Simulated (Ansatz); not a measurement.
# CsIrCl3 (cubic perovskite) (Pm-3m): how robust is the cRPA U?

Wanted: the sensitivity and cost of U and J for CsIrCl3 (cubic perovskite) (Pm-3m).

Program: Ansatz 0.2.0. Level of theory: constrained RPA on PBE, plane waves, PAW. Results are calculated unless marked as measured.

The structure was built from a prototype and need not be the compound's stable phase.

### Step 1. The structure

The structure is cubic, space group Pm-3m (No. 221). The conventional cell has a = 4.986 Å, b = 4.986 Å, c = 4.986 Å, α = 90.00°, β = 90.00°, γ = 90.00°. Nearest to Cs lie 12 Cl at 3.53 Å. Ir has 6 Cl at 2.49 Å nearest. Nearest to Cl lie 2 Ir at 2.49 Å and 4 Cs at 3.53 Å. Farther neighbours and most contacts between anions are not listed.

The structure was relaxed with PBE. The structure type comes from a generator and need not be one that this composition takes. The structure was generated from a model, not taken from a measurement. The runs that relaxed it are not among those shown. The program's search for lower electronic states was switched off, so nothing shows that the state found is the lowest. Spin-orbit coupling is left out unless a step names it. The default PAW set here is soft_2. Its files were made with PBE.

### Step 2. Base: Ir d, bands v4 to c1, 4×4×4 mesh, medium accuracy

Constrained RPA screens the interaction with every transition except those inside the target bands, which a later many-body model would treat itself.

Contents of input.yaml:

```yaml
crystal:
  lattice:
    - [-4.98627099, 0.0, 0.0]
    - [0.0, 0.0, -4.98627099]
    - [0.0, -4.98627099, 0.0]
  atoms:
    - { symbol: Cs, position: [0.0, 0.0, 0.0] }
    - { symbol: Ir, position: [0.5, 0.5, 0.5] }
    - { symbol: Cl, position: [0.5, 0.5, 0.0] }
    - { symbol: Cl, position: [0.5, 0.0, 0.5] }
    - { symbol: Cl, position: [0.0, 0.5, 0.5] }
kpoints:
  mp_grid: { grid: [6, 6, 6] }
hamiltonian:
  xc: pbe
scf:
  occupations: { method: gaussian, width: 0.08 }
  n_extra_bands: 19
  max_iter: 150
  lower_state_search: "off"
output:
  crpa:
    kmesh: [4, 4, 4]
    target_bands: [v4, c1]
    projections: [{ species: Ir, l: d, shell: 5 }]
  local_orbitals:
    kmesh: [8, 8, 8]
    orbitals: [{ species: Ir, l: d, shell: 5 }]
    window: { bands: [v4, c1] }
    seedname: lo
```

Launch:

```
> ansatz run input.yaml --threads 4 --pin off --max-ram 9216MiB --backend cpu --events-out ev --progress --plain --runs-dir out
```

Numbers of over 12 decimals in the logs are rounded to 6 here.

What it wrote:

```text
scf.n_extra_bands = 19 over 24 filled bands (N_el = 47.0): the run solves 43 bands
Engine: ansatz 0.2.0, aarch64-unknown-linux-gnu
Pseudopotentials: kind: paw
Pseudopotential: Cs, paw, valence charge 9, recommended cutoff 420 eV (normal), Cs.paw.azcp
Pseudopotential: Ir, paw, valence charge 17, recommended cutoff 420 eV (normal), Ir.paw.azcp
Pseudopotential: Cl, paw, valence charge 7, recommended cutoff 420 eV (normal), Cl.paw.azcp
Functional definition: PBE
  parameter kappa = 0.804
  parameter beta = 0.066725
  exchange = pbe_x(kappa = kappa, mu = beta*pi^2/3)
  correlation = pbe_c(beta = beta)
Crystal: 5 atoms, lattice volume = 123.973 Å³
Basis set: ecut = 420 eV, 2469 PW (Γ)
Bands: 43, of which v1, the nominal top of the filled ones, is band 24 counted from 1 (23 counted from 0)
Symmetry: 48 space group operations
Space group: Pm-3m (ITA 221), of the structure as read, at distance tolerance 5.0e-5 Å
k-points: 20 of 216
Non-local potential: Cs, projectors of the file, l = 0: 3, l = 1: 2, l = 2: 2, l = 3: 2
Non-local potential: Ir, projectors of the file, l = 0: 3, l = 1: 2, l = 2: 2, l = 3: 1
Non-local potential: Cl, projectors of the file, l = 0: 2, l = 1: 2, l = 2: 2
PAW form: soft (Blöchl's): semilocal exchange-correlation on the pseudo side does not see the compensation charge
PAW one-centre angular grid: Cs, 194 points (default); XC on 64 Gauss nodes
PAW one-centre angular grid: Ir, 590 points (default); XC on 64 Gauss nodes
PAW one-centre angular grid: Cl, 110 points (default); XC on 64 Gauss nodes
Initial density: superposition of atomic densities (neutral atoms: chi_scale 0, normalization atom), corrected by the library's trained network
Initial wavefunctions: pseudopotential atomic-orbital guess
Functional: x = pbe(κ = 0.804, μ = 0.219515), c = pbe(β = 0.066725)
SCF iter   1: F=—  HF=-20848.193191 eV  |F-HF|=—  |Δ(HF+E_count)|=         —  Δρ=9.32e-3  dr2=4.39e-2  ethr=1.77e-3  ⟨swp⟩=5.8  Hψ=3879  notcnv=0  defer=159
preconditioner: auto → LDOS  [metal: Δε(μ)=0.033 eV  Ē_g=14.888 eV  σ=0.080 eV  W_gap=0.22  n_scr=26 (ndim 8)  ℏωp=20.8 eV  f_vac=0.020  D(μ)=2.93/eV (n_scr^D=18)  β→1.0]
SCF iter   2: F=—  HF=-20848.185764 eV  |F-HF|=—  |Δ(HF+E_count)|=   7.43e-3  Δρ=2.14e-3  dr2=9.17e-3  ethr=9.35e-5  ⟨swp⟩=1.8  Hψ=1122  notcnv=0  defer=200
SCF iter   3: F=—  HF=-20848.184332 eV  |F-HF|=—  |Δ(HF+E_count)|=   1.43e-3  Δρ=9.36e-4  dr2=1.94e-3  ethr=1.95e-5  ⟨swp⟩=2.0  Hψ=741  notcnv=0  defer=200
SCF iter   4: F=—  HF=-20848.183937 eV  |F-HF|=—  |Δ(HF+E_count)|=   3.95e-4  Δρ=2.08e-4  dr2=6.53e-5  ethr=4.12e-6  ⟨swp⟩=2.0  Hψ=871  notcnv=0  defer=200
SCF iter   5: F=—  HF=-20848.183920 eV  |F-HF|=—  |Δ(HF+E_count)|=   1.73e-5  Δρ=2.95e-5  dr2=1.24e-6  ethr=1.39e-7  ⟨swp⟩=2.1  Hψ=1053  notcnv=0  defer=200
SCF iter   6: F=-20848.183920 eV  HF=-20848.183920 eV  |F-HF|=7.06e-10  |Δ(HF+E_count)|=   2.48e-7  Δρ=5.65e-6  dr2=3.02e-8  ethr=2.13e-10  ⟨swp⟩=12.2  Hψ=4636  notcnv=0
SCF 1 converged in 6 iterations: F = -20848.183920 eV  dr2 = 3.02e-8
[...]
NSCF: frozen V_eff on 38 k-points
NSCF: frozen V_eff on 10 k-points
[...]
cRPA screening: q 1/64
cRPA screening: q 2/64
cRPA screening: q 8/64 (q-point 3)
cRPA screening: q 11/64 (q-point 6)
cRPA screening: q 23/64 (q-point 7)
cRPA screening: q 35/64 (q-point 11)
cRPA screening: q 38/64 (q-point 22)
cRPA screening: q 46/64 (q-point 23)
cRPA screening: q 58/64 (q-point 27)
cRPA screening: q 64/64 (q-point 43)
SCF converged after 6 iterations
Free energy (F): -20848.183920 eV
Harris-Foulkes:  -20848.183920 eV  (|F-HF|=7.06e-10)
Internal energy: -20848.173034 eV  (E = F + TS)
E sigma→0 (E₀):  -20848.178477 eV
Entropy (-TS):   -0.010886 eV (-2.177 meV/atom)
Fermi energy:    7.328571 eV
--- Per-component energies (eV) ---
  E_band       = -386.022084
  E_kinetic    = 1252.772822
  E_local      = -3452.896055  (includes V_loc(G=0)·N_el)
  E_nonlocal   = 190.323159
  E_hartree    = 1329.888047
  E_xc         = -762.772433
  E_vxc        = -791.440582  (∫ρ·V_xc dr)
  E_paw        = -16268.949109  (= ΣΔE_a)
  E_vpaw       = -244.550297  (= ΣTr[D̂ρ^β])
  E_aug_tail   = 0.000331  (compensation charges beyond the density's cutoff)
  E_ewald      = -3136.539795
  E_smearing   = -0.010886  (= −TS)
  E_closure    = -0.000000  (closes the sum)
  Σ components = -20848.183920   (vs F -20848.183920, Δ=0.00e0)
--- Band table (eV; the first three rows and the last of 20) ---
  k-point 0: bands = [... 20 lower, 5.5693, 5.5693, 5.5693, 6.3302, 6.3302, 8.7419, 11.6680, 11.6680, ... 15 higher]
  k-point 1: bands = [... 20 lower, 5.5756, 6.0138, 6.0138, 6.3315, 6.8860, 9.4127, 11.9622, 11.9846, ... 15 higher]
  k-point 2: bands = [... 20 lower, 5.5883, 6.3339, 6.6307, 6.6307, 7.2536, 11.2953, 12.6799, 12.7281, ... 15 higher]
  k-point 19: bands = [... 20 lower, 7.3526, 7.3526, 7.3526, 10.4931, 10.4931, 12.1196, 12.1196, 12.1196, ... 15 higher]
--- cRPA (band scheme, projected local orbitals): target bands 21..25 (1-based), 5 Wannier function(s), 4×4×4 mesh, 50 bands' worth read of 55 solved, ecut_chi 136.0 eV, v(q+G=0) probe_charge, pair densities all_electron ---
  bands read: the sum over 50 bands ends inside a degenerate multiplet in 10 slots, whose members it reads at an even weight; the widest, k=42: bands 49 to 51 (counted from 1) at 2/3 each
  χ-basis size per q: N_G = 428..466
  window electrons = 7.0000, filled by tetrahedron_uncorrected; constrained ε̄⁻¹(q = 0, 0) head = 0.285794; min gauge Gram eig = 0.5169
  Kanamori averages over each shell's own Wannier functions (sites counted from 0, functions from 1):
    Site 1, 5D, 5 of 5 d orbitals (Wannier functions 1, 2, 3, 4, 5; wannier90's mr 1, 2, 3, 4, 5):
      screened: U = 3.1562 eV, U' = 2.5757 eV, J = 0.2637 eV
      screened d-shell averages: U_bar = F0 = 2.6918 eV, J_bar = 0.3798 eV
      screened, to within: U = 1.0e-2 eV, U' = 1.0e-2 eV, J = 6.6e-4 eV
      screened d-shell averages, to within: U_bar = 8.8e-3 eV, J_bar = 9.5e-4 eV
      bare: V = 10.9374 eV, V' = 10.1090 eV, J = 0.3713 eV
      bare d-shell averages: V_bar = F0 = 10.2747 eV, J_bar = 0.5369 eV
  Hermiticity witness max|P − P†| over intra, direct and exchange elements: 9.77e-15 eV (screened), 1.78e-15 eV (bare)
  Reality witness max|Im| over intra, direct and exchange elements: 2.13e-18 eV (screened), 6.15e-18 eV (bare)
```

The job ended after 2.3 min (4 threads of Arm Neoverse V1, shared host; peak memory 0.83 GiB; 8.8 min of CPU time).

Numbers from this step:

| Property | Result |
| --- | --- |
| U | 3.156 eV |
| U prime (inter-orbital) | 2.576 eV |
| J | 0.2637 eV |
| bare V | 10.94 eV |
| bare J | 0.3713 eV |
| stated bound on U | 0.009914 eV |
| U over bare V | 0.2886 |
| electrons in the window | 7.000 |
| head of the constrained inverse dielectric matrix | 0.2858 |
| least eigenvalue of the projection's overlap | 0.5169 |
| target functions | 5 |
| bands in the sums | 50 |
| r.m.s. miss of the model bands | 0.001966 eV |
| width of the target bands | 4.924 eV |
| weight of the projected orbitals in the window | 0.7435 |

On the Ir d shell, screening brings the on-site interaction from 10.9 eV down to U = 3.16 eV.

### Step 3. Changed: 2×2×2 mesh

input.yaml: that of step 2 with these lines changed.

```diff
@@ -22,9 +22,4 @@
   crpa:
-    kmesh: [4, 4, 4]
+    kmesh: [2, 2, 2]
     target_bands: [v4, c1]
     projections: [{ species: Ir, l: d, shell: 5 }]
-  local_orbitals:
-    kmesh: [8, 8, 8]
-    orbitals: [{ species: Ir, l: d, shell: 5 }]
-    window: { bands: [v4, c1] }
-    seedname: lo
```

What it wrote:

```text
[...]
Crystal: 5 atoms, lattice volume = 123.973 Å³
Basis set: ecut = 420 eV, 2469 PW (Γ)
Bands: 43, of which v1, the nominal top of the filled ones, is band 24 counted from 1 (23 counted from 0)
Symmetry: 48 space group operations
[...]
k-points: 20 of 216
[...]
SCF iter   1: F=—  HF=-20848.193191 eV  |F-HF|=—  |Δ(HF+E_count)|=         —  Δρ=9.32e-3  dr2=4.39e-2  ethr=1.77e-3  ⟨swp⟩=5.8  Hψ=3879  notcnv=0  defer=159
[...]
SCF iter   6: F=-20848.183920 eV  HF=-20848.183920 eV  |F-HF|=7.06e-10  |Δ(HF+E_count)|=   2.48e-7  Δρ=5.65e-6  dr2=3.02e-8  ethr=2.13e-10  ⟨swp⟩=12.2  Hψ=4636  notcnv=0
SCF 1 converged in 6 iterations: F = -20848.183920 eV  dr2 = 3.02e-8
[...]
NSCF: frozen V_eff on 4 k-points
[...]
cRPA screening: q 1/8
cRPA screening: q 2/8
cRPA screening: q 5/8 (q-point 4)
cRPA screening: q 8/8
SCF converged after 6 iterations
Free energy (F): -20848.183920 eV
[...]
Internal energy: -20848.173034 eV  (E = F + TS)
E sigma→0 (E₀):  -20848.178477 eV
Entropy (-TS):   -0.010886 eV (-2.177 meV/atom)
Fermi energy:    7.328571 eV
[...]
--- Band table (eV; the first three rows and the last of 20) ---
  k-point 0: bands = [... 20 lower, 5.5693, 5.5693, 5.5693, 6.3302, 6.3302, 8.7419, 11.6680, 11.6680, ... 15 higher]
  k-point 1: bands = [... 20 lower, 5.5756, 6.0138, 6.0138, 6.3315, 6.8860, 9.4127, 11.9622, 11.9846, ... 15 higher]
  k-point 2: bands = [... 20 lower, 5.5883, 6.3339, 6.6307, 6.6307, 7.2536, 11.2953, 12.6799, 12.7281, ... 15 higher]
  k-point 19: bands = [... 20 lower, 7.3526, 7.3526, 7.3526, 10.4931, 10.4931, 12.1196, 12.1196, 12.1196, ... 15 higher]
[...]
χ-basis size per q: N_G = 428..466
[...]
screened: U = 3.5223 eV, U' = 2.8956 eV, J = 0.2891 eV
      screened d-shell averages: U_bar = F0 = 3.0209 eV, J_bar = 0.4144 eV
      screened, to within: U = 8.8e-3 eV, U' = 8.8e-3 eV, J = 6.0e-4 eV
      screened d-shell averages, to within: U_bar = 7.8e-3 eV, J_bar = 8.5e-4 eV
      bare: V = 11.7541 eV, V' = 10.8756 eV, J = 0.4040 eV
      bare d-shell averages: V_bar = F0 = 11.0513 eV, J_bar = 0.5797 eV
[...]
```

Wall time 17 s (4 threads); peak memory 0.69 GiB.

This step gave:

```
U                                                 : 3.522 eV
U prime (inter-orbital)                           : 2.896 eV
J                                                 : 0.2891 eV
bare V                                            : 11.75 eV
bare J                                            : 0.4040 eV
stated bound on U                                 : 0.008740 eV
U over bare V                                     : 0.2997
electrons in the window                           : 7.000
head of the constrained inverse dielectric matrix : 0.2433
least eigenvalue of the projection's overlap      : 0.5524
target functions                                  : 5
bands in the sums                                 : 50
width of the target bands                         : 4.924 eV
weight of the projected orbitals in the window    : 0.7435
```

On the Ir d shell, screening brings the on-site interaction from 11.8 eV down to U = 3.52 eV.

### Step 4. Changed: sums over states

input.yaml: that of step 3 with these lines changed.

```diff
@@ -22,4 +22,7 @@
   crpa:
-    kmesh: [2, 2, 2]
+    kmesh: [4, 4, 4]
     target_bands: [v4, c1]
     projections: [{ species: Ir, l: d, shell: 5 }]
+    accuracy: sum_over_states
+    n_empty_bands: 24
+    ecut_chi: 70
```

What it wrote:

```text
[...]
Crystal: 5 atoms, lattice volume = 123.973 Å³
Basis set: ecut = 420 eV, 2469 PW (Γ)
Bands: 43, of which v1, the nominal top of the filled ones, is band 24 counted from 1 (23 counted from 0)
Symmetry: 48 space group operations
[...]
k-points: 20 of 216
[...]
χ-basis size per q: N_G = 159..175
[...]
U and J over all bands: no bound (output.crpa.accuracy: sum_over_states); those below are of the sums over the bands read on the sphere of ecut_chi, with what the atoms add
[...]
screened: U = 3.4154 eV, U' = 2.7766 eV, J = 0.2900 eV
      screened d-shell averages: U_bar = F0 = 2.9044 eV, J_bar = 0.4177 eV
      bare: V = 10.9374 eV, V' = 10.1090 eV, J = 0.3713 eV
      bare d-shell averages: V_bar = F0 = 10.2747 eV, J_bar = 0.5369 eV
[...]
[key lines of the parts left out:]
SCF converged after 6 iterations
Free energy (F): -20848.183920 eV
Fermi energy:    7.328571 eV
```

It took 9.9 s on 4 threads; peak memory 0.66 GiB; 36 s of CPU time.

This variant gives U = 3.42 eV against 3.16 eV. It is a finite sum over empty states with no bound on its error and stays out of the table below.

### Step 5. Changed: smooth pair densities

input.yaml: that of step 4 with these lines changed.

```diff
@@ -25,4 +25,2 @@
     projections: [{ species: Ir, l: d, shell: 5 }]
-    accuracy: sum_over_states
-    n_empty_bands: 24
-    ecut_chi: 70
+    pair_densities: pseudo
```

What it wrote:

```text
[...]
Crystal: 5 atoms, lattice volume = 123.973 Å³
Basis set: ecut = 420 eV, 2469 PW (Γ)
Bands: 43, of which v1, the nominal top of the filled ones, is band 24 counted from 1 (23 counted from 0)
Symmetry: 48 space group operations
[...]
k-points: 20 of 216
[...]
screened, to within: U = 9.9e-3 eV, U' = 9.9e-3 eV, J = 4.0e-4 eV
      screened d-shell averages, to within: U_bar = 9.2e-3 eV, J_bar = 5.7e-4 eV
      screened, sum over states alone: U = 3.4680 eV, U' = 2.7573 eV, J = 0.3228 eV
      screened d-shell averages, sum over states alone: U_bar = F0 = 2.8995 eV, J_bar = 0.4649 eV
      bare: V = 10.9374 eV, V' = 10.1090 eV, J = 0.3713 eV
      bare d-shell averages: V_bar = F0 = 10.2747 eV, J_bar = 0.5369 eV
[...]
[key lines of the parts left out:]
SCF converged after 6 iterations
Free energy (F): -20848.183920 eV
Fermi energy:    7.328571 eV
```

Run time: 2.1 min. Hardware: 4 threads; peak memory 0.72 GiB.

Numbers from this step:

| Property | Result |
| --- | --- |
| U | 3.174 eV |
| U prime (inter-orbital) | 2.574 eV |
| J | 0.2731 eV |
| bare V | 10.94 eV |
| bare J | 0.3713 eV |
| stated bound on U | 0.009844 eV |
| U over bare V | 0.2902 |
| electrons in the window | 7.000 |
| head of the constrained inverse dielectric matrix | 0.2861 |
| least eigenvalue of the projection's overlap | 0.5169 |
| target functions | 5 |
| bands in the sums | 50 |
| width of the target bands | 4.924 eV |
| weight of the projected orbitals in the window | 0.7435 |

On the Ir d shell, screening brings the on-site interaction from 10.9 eV down to U = 3.17 eV.

### Step 6. Changed: a keyword of another program

input.yaml: that of step 5 with these lines changed.

```diff
@@ -25,2 +25,2 @@
     projections: [{ species: Ir, l: d, shell: 5 }]
-    pair_densities: pseudo
+    ucrpa: 1
```

What it wrote:

```text
Error: YAML parse error: error: line 26 column 5: unknown field `ucrpa`, expected one of accuracy, bounded_pairs, pair_densities, n_empty_bands, n_guard_bands, ecut_chi, kmesh, target_bands, projections
  --> <input>:26:5
   |
24 |     target_bands: [v4, c1]
25 |     projections: [{ species: Ir, l: d, shell: 5 }]
26 |     ucrpa: 1
   |     ^ unknown field `ucrpa`, expected one of accuracy, bounded_pairs, pair_densities, n_empty_bands, n_guard_bands, ecut_chi, kmesh, target_bands, projections
```

It took 0.02 s on 4 threads; peak memory 0.023 GiB.

The input was rejected at the start.

The program's message: “Error: YAML parse error: error: line 26 column 5: unknown field `ucrpa`, expected one of accuracy, bounded_pairs, pair_densities, n_empty_bands, n_guard_bands, ecut_chi, kmesh, target_bands, projectio …”

The fault put into this input: a keyword of another program.

### Step 7. Changed: volume +6 %

The cell differs from the one that the last finished run ended in (a 4.986 → 5.084 Å, b 4.986 → 5.084 Å, c 4.986 → 5.084 Å).

input.yaml, the sections that differ from step 6:

```yaml
crystal:
  lattice:
    - [-5.0840658375, 0.0, 0.0]
    - [0.0, 0.0, -5.0840658375]
    - [0.0, -5.0840658375, 0.0]
  atoms:
    - { symbol: Cs, position: [0.0, 0.0, 0.0] }
    - { symbol: Ir, position: [0.5, 0.5, 0.5] }
    - { symbol: Cl, position: [0.5, 0.5, 0.0] }
    - { symbol: Cl, position: [0.5, 0.0, 0.5] }
    - { symbol: Cl, position: [0.0, 0.5, 0.5] }
output:
  crpa:
    kmesh: [4, 4, 4]
    target_bands: [v4, c1]
    projections: [{ species: Ir, l: d, shell: 5 }]
  local_orbitals:
    kmesh: [8, 8, 8]
    orbitals: [{ species: Ir, l: d, shell: 5 }]
    window: { bands: [v4, c1] }
    seedname: lo
# kpoints, hamiltonian, scf: as in step 6
```

What it wrote:

```text
[...]
Crystal: 5 atoms, lattice volume = 131.412 Å³
Basis set: ecut = 420 eV, 2553 PW (Γ)
Bands: 43, of which v1, the nominal top of the filled ones, is band 24 counted from 1 (23 counted from 0)
Symmetry: 48 space group operations
[...]
k-points: 20 of 216
[...]
χ-basis size per q: N_G = 460..482
[...]
screened: U = 3.2150 eV, U' = 2.6209 eV, J = 0.2707 eV
      screened d-shell averages: U_bar = F0 = 2.7397 eV, J_bar = 0.3895 eV
      screened, to within: U = 1.1e-2 eV, U' = 1.1e-2 eV, J = 6.7e-4 eV
      screened d-shell averages, to within: U_bar = 9.2e-3 eV, J_bar = 9.7e-4 eV
      bare: V = 11.1071 eV, V' = 10.2623 eV, J = 0.3816 eV
      bare d-shell averages: V_bar = F0 = 10.4312 eV, J_bar = 0.5505 eV
[...]
[key lines of the parts left out:]
SCF converged after 6 iterations
Free energy (F): -20848.127428 eV
Fermi energy:    6.508762 eV
```

Run time: 2.3 min. Hardware: 4 threads; peak memory 0.85 GiB; 9 min of CPU time.

Numbers from this step:

| Quantity | Value |
| --- | --- |
| U | 3.215 eV |
| U prime (inter-orbital) | 2.621 eV |
| J | 0.2707 eV |
| bare V | 11.11 eV |
| bare J | 0.3816 eV |
| stated bound on U | 0.01033 eV |
| U over bare V | 0.2895 |
| electrons in the window | 7.000 |
| head of the constrained inverse dielectric matrix | 0.2934 |
| least eigenvalue of the projection's overlap | 0.5323 |
| target functions | 5 |
| bands in the sums | 50 |
| r.m.s. miss of the model bands | 0.001585 eV |
| width of the target bands | 4.411 eV |
| weight of the projected orbitals in the window | 0.7573 |

On the Ir d shell, screening brings the on-site interaction from 11.1 eV down to U = 3.21 eV.

### Step 8. Side by side

Times are wall times on 4 threads of Arm Neoverse V1, shared host, good to a factor of about two.

```csv
run,bare V (eV),U (eV),J (eV),bound on U (eV),width (eV),time
target window,10.94,3.156,0.264,0.0099,4.92,2.3 min
2×2×2 mesh,11.75,3.522,0.289,0.0087,4.92,17 s
smooth pair densities,10.94,3.174,0.273,0.0098,4.92,2.1 min
volume +6 %,11.11,3.215,0.271,0.0103,4.41,2.3 min
```

### Step 9. Summary of results

| Property | Result |
| --- | --- |
| target window | U 3.16 eV, J 0.26 eV |
| 2×2×2 mesh | U 3.52 eV, J 0.29 eV |
| smooth pair densities | U 3.17 eV, J 0.27 eV |
| volume +6 % | U 3.21 eV, J 0.27 eV |

In words: 2×2×2 mesh moves U by +0.37 eV at 0.12 times the time. Smooth pair densities moves U by +0.02 eV (within the solver's bounds, for the mean over orbitals). Volume +6 % moves U by +0.06 eV. The printed bound covers the solver alone, not the mesh, and no denser mesh than the base was run. The parent state is non-magnetic and the interaction static (zero frequency); U depends on the window and the orbitals, so it belongs to this model alone. Spin-orbit coupling, which is strong for atoms this heavy, is left out.

[Paths, hosts, dates, memory and timing lines, banners, echoed tables and standing remarks are left out of the program output.]

[Logs are printed without paths, hosts, clocks, repeated set-up lines and the standing remarks that a program may print on its own settings, such as how far it seeks lower states.]

[Runs of the session that timed out or met a known fault of the program may be left out.]

[Hosts, paths, dates, database ids (printed as entryN), source tags and the programs' standing remarks are cut or masked in the printed files.]
